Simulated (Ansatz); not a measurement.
# Bands, cutoff and cost in G0W0 for LiGeN (P6_3mc), part 2 of 2

How do accuracy and time trade against each other in G0W0 on LiGeN (P6_3mc)?

Ansatz 0.2.0; G0W0 on PBE, plane waves, PAW; PAW set soft_1. Known limits of the many-body steps: not at the basis limit; no spin-orbit coupling.

So far. Step 4 (586 empty bands, screening to 230 eV): Against the run with 6×6×2 mesh, 272 empty bands, screening to 138 eV, PAW set soft_1 files, the gap moves by +0.06 eV.

## Step 5: Changing the frequency model: 6×6×2 mesh, 586 empty bands, screening to 230 eV, plasmon pole, PAW set soft_1 files

A plasmon pole stands in for the full frequency dependence of the screening; this run shows what that costs in accuracy.

input.yaml

```yaml
crystal:
  lattice:
    - [3.0124085355, 0.0, 0.0]
    - [-1.5062042677, 2.6088223183, 0.0]
    - [0.0, 0.0, 9.419459]
  atoms:
    - { symbol: Li, position: [0.66666667, 0.33333333, 0.743392] }
    - { symbol: Li, position: [0.33333333, 0.66666667, 0.243392] }
    - { symbol: Ge, position: [0.0, 0.0, 0.498023] }
    - { symbol: Ge, position: [0.0, 0.0, 0.998023] }
    - { symbol: "N", position: [0.33333333, 0.66666667, 0.603223] }
    - { symbol: "N", position: [0.66666667, 0.33333333, 0.103223] }
kpoints:
  mp_grid: { grid: [6, 6, 2] }
hamiltonian:
  xc: pbe
  pseudopotentials: { kind: paw, azcp: { folder: soft_1 } }
scf:
  occupations: { method: fixed }
gw:
  n_empty_bands: 586
  ecut_chi: 230.0
  qp_bands: [v2, c2]
  qp_kpoints: band_edges
  screening: { model: godby_needs }
```

Command:

```console
$ ansatz run input.yaml --threads 3 --pin off --max-ram 92160MiB --backend cuda --events-out ev --progress --plain --runs-dir out --devices 1 --max-vram 13GiB
```

Numbers of over 12 decimals in the logs are rounded to 6 here.

Output:

```text
GPUs: using 1 of 1 available (devices: 1).
[...]
GPU FFT provider: cuFFT
GPU libraries: cuBLAS 13.8.2, cuFFT 12.4.0, cuSOLVER 12.3.4
Crystal: 6 atoms, lattice volume = 74.026 Å³
Basis set: ecut = 420 eV, 1399 PW (Γ)
Bands: 28, of which v1, the nominal top of the filled ones, is band 22 counted from 1 (21 counted from 0)
Symmetry: 12 space group operations
[...]
k-points: 14 of 72
[...]
1    24     10.7690   -10.3579    -4.4709   -15.1913  0.7949    11.1323    11.1315  root
[...]
13    21      6.8044   -15.8717     1.3239   -13.7431  0.7891     5.9962     5.9997  root
    13    22      6.8044   -15.8717     1.3239   -13.7431  0.7891     5.9962     5.9997  root
    13    23     10.0211    -8.6289    -3.7183   -12.4793  0.7979    10.1532    10.1531  root
    13    24     10.0211    -8.6289    -3.7183   -12.4793  0.7979    10.1532    10.1531  root
[key lines of the parts left out:]
SCF converged after 8 iterations
Free energy (F): -9769.099719 eV
Fermi energy:    7.578000 eV
```

Elapsed: 46 s, on 1 × NVIDIA H100 80GB HBM3 (shared by 6 runs) with 3 threads of AMD EPYC 7R13 (Zen 3), shared host; peak memory 3.6 GiB; 92 s of CPU time.

This step gave:

```yaml
bands_summed: 608
plasmon_pole_fit_frequency: 28.63 eV
rpa_eps_infinity_on_this_mesh_eigenvalues: 5.776, 8.505, 8.505
plane_waves_in_the_screening_matrix: 599
g0w0_gap_on_the_mesh: 2.158 eV
k_of_the_valence_top: 0.1667, 0.1667, 0
k_of_the_conduction_bottom: 0, -0.5, 0
starting_gap_on_the_mesh: 1.467 eV
least_direct_g0w0_gap_on_the_computed_points: 3.339 eV
```

Against the run with 6×6×2 mesh, 586 empty bands, screening to 230 eV, PAW set soft_1 files, the gap moves by −0.03 eV.

## Step 6: Changing the files and raising the bands: 6×6×2 mesh, 869 empty bands, screening to 299 eV, hard PAW files

Other atomic data (hard PAW) test the pseudisation: the cutoff goes from 420 to 870 eV, with the same valence electrons. Bands and screening cutoff change too, so the step is no clean test of the files.

This step: G0W0 on PBE, plane waves, PAW.

Changes to input.yaml since step 5:

```diff
@@ -16,3 +16,3 @@
   xc: pbe
-  pseudopotentials: { kind: paw, azcp: { folder: soft_1 } }
+  pseudopotentials: { kind: paw, source: ansatz }
 scf:
@@ -20,6 +20,6 @@
 gw:
-  n_empty_bands: 586
-  ecut_chi: 230.0
+  n_empty_bands: 869
+  ecut_chi: 299.0
   qp_bands: [v2, c2]
   qp_kpoints: band_edges
-  screening: { model: godby_needs }
+  screening: { model: contour_deformation }
```

Output:

```text
GPUs: using 1 of 1 available (devices: 1).
[...]
GPU FFT provider: cuFFT
GPU libraries: cuBLAS 13.8.2, cuFFT 12.4.0, cuSOLVER 12.3.4
Crystal: 6 atoms, lattice volume = 74.026 Å³
Basis set: ecut = 870 eV, 4335 PW (Γ)
Bands: 28, of which v1, the nominal top of the filled ones, is band 22 counted from 1 (21 counted from 0)
Symmetry: 12 space group operations
[...]
k-points: 14 of 72
[...]
1    24     11.5894   -10.3469    -4.5872   -15.1778  0.7704    11.8339    11.8331  root
[...]
13    21      7.6125   -15.8670     1.3001   -13.7398  0.7558     6.7709     6.7854  root
    13    22      7.6125   -15.8670     1.3001   -13.7398  0.7558     6.7709     6.7854  root
    13    23     10.8302    -8.6319    -3.7845   -12.4822  0.7713    10.8960    10.8960  root
    13    24     10.8302    -8.6319    -3.7845   -12.4822  0.7713    10.8960    10.8960  root
[key lines of the parts left out:]
SCF converged after 8 iterations
Free energy (F): -9777.542852 eV
Fermi energy:    8.386511 eV
```

It took 67 s on 1 × NVIDIA H100 80GB HBM3 (shared by 6 runs) with 3 threads; peak memory 3.7 GiB.

Numbers from this step:

```yaml
bands_summed: 891
rpa_eps_infinity_on_this_mesh_eigenvalues: 5.773, 8.487, 8.487
plane_waves_in_the_screening_matrix: 885
g0w0_gap_on_the_mesh: 2.225 eV
k_of_the_valence_top: 0.1667, 0.1667, 0
k_of_the_conduction_bottom: 0, -0.5, 0
starting_gap_on_the_mesh: 1.469 eV
least_direct_g0w0_gap_on_the_computed_points: 3.292 eV
```

Against the run with 6×6×2 mesh, 586 empty bands, screening to 230 eV, PAW set soft_1 files, the gap moves by +0.04 eV.

## Step 7: The runs together

Times are wall times on 1 × NVIDIA H100 80GB HBM3 (shared by 6 runs) with 3 threads of AMD EPYC 7R13 (Zen 3), shared host, good to a factor of about two.

| mesh | files | frequency | bands summed | cutoff (eV) | start (eV) | G0W0 (eV) | time | host memory (GiB) |
| --- | --- | --- | --- | --- | --- | --- | --- | --- |
| 6×6×2 | PAW set soft_1 | contour deformation | 118 | 69 | 1.467 | 1.996 | 12 s | 1.1 |
| 6×6×2 | PAW set soft_1 | contour deformation | 294 | 138 | 1.467 | 2.125 | 17 s | 1.3 |
| 6×6×2 | PAW set soft_1 | contour deformation | 608 | 230 | 1.467 | 2.185 | 34 s | 2.0 |
| 6×6×2 | PAW set soft_1 | plasmon pole | 608 | 230 | 1.467 | 2.158 | 46 s | 3.6 |
| 6×6×2 | hard PAW | contour deformation | 891 | 299 | 1.469 | 2.225 | 67 s | 3.7 |

How the two edges are built up, in eV (the quasiparticle level is the starting level plus Σx plus Σc less Vxc):

```
      run               edge  start      Σx     Σc     Vxc     Z    QP
118 bands        valence top   7.58  -18.33   2.49  -15.73  0.75  7.46
118 bands  conduction bottom   9.04   -9.63  -3.00  -13.04  0.78  9.46
294 bands        valence top   7.58  -18.33   2.13  -15.73  0.74  7.11
294 bands  conduction bottom   9.04   -9.63  -3.22  -13.04  0.77  9.23
608 bands        valence top   7.58  -18.33   1.95  -15.73  0.74  6.93
608 bands  conduction bottom   9.04   -9.63  -3.34  -13.04  0.77  9.11
```

## Step 8: What came out

```json
{"118 bands, 69 eV": "1.996 eV", "294 bands, 138 eV": "2.125 eV", "608 bands, 230 eV": "2.185 eV", "estimated limit in bands and cutoff": "2.24 eV", "mesh and start": "6×6×2, PBE"}
```

What this shows: A line in one over the bands through the two highest rungs gives 2.24 eV, +0.06 eV from the top rung; the pair below gives 2.21 eV, so the estimate is still climbing. The rungs stand 0.25 eV (118 bands), 0.12 eV (294 bands) and 0.06 eV (608 bands) from it. From 118 to 608 bands the gap moves by +0.19 eV while the time grows 2.9-fold. Σc changes by −0.53 eV at the valence top and −0.35 eV at the conduction bottom, so the levels themselves move more than the gap between them. The plasmon-pole model gives −0.03 eV against contour deformation, 4 % of the correction (the least direct gap moves by +0.04 eV), and saved no time in this program. With hard PAW files and 891 bands the gap is 2.23 eV; the line for the PAW set soft_1 files gives 2.20 eV at that count, a difference of +0.02 eV that holds the line's own error too. The cheapest rung within 0.1 eV of this estimate is that with 608 bands (34 s). The many-body steps are scalar-relativistic: spin-orbit coupling is not in them.

[Paths, hosts, dates, memory and timing lines, banners, echoed tables and standing remarks are left out of the program output.]

[Logs are printed without paths, hosts, clocks, repeated set-up lines and the standing remarks that a program may print on its own settings, such as how far it seeks lower states.]

[Runs of the session that timed out or met a known fault of the program may be left out.]

[Cells called generated may have been cut or substituted from an entry of the Crystallography Open Database or the Materials Project.]

[Hosts, paths, dates, database ids (printed as entryN), source tags and the programs' standing remarks are cut or masked in the printed files.]
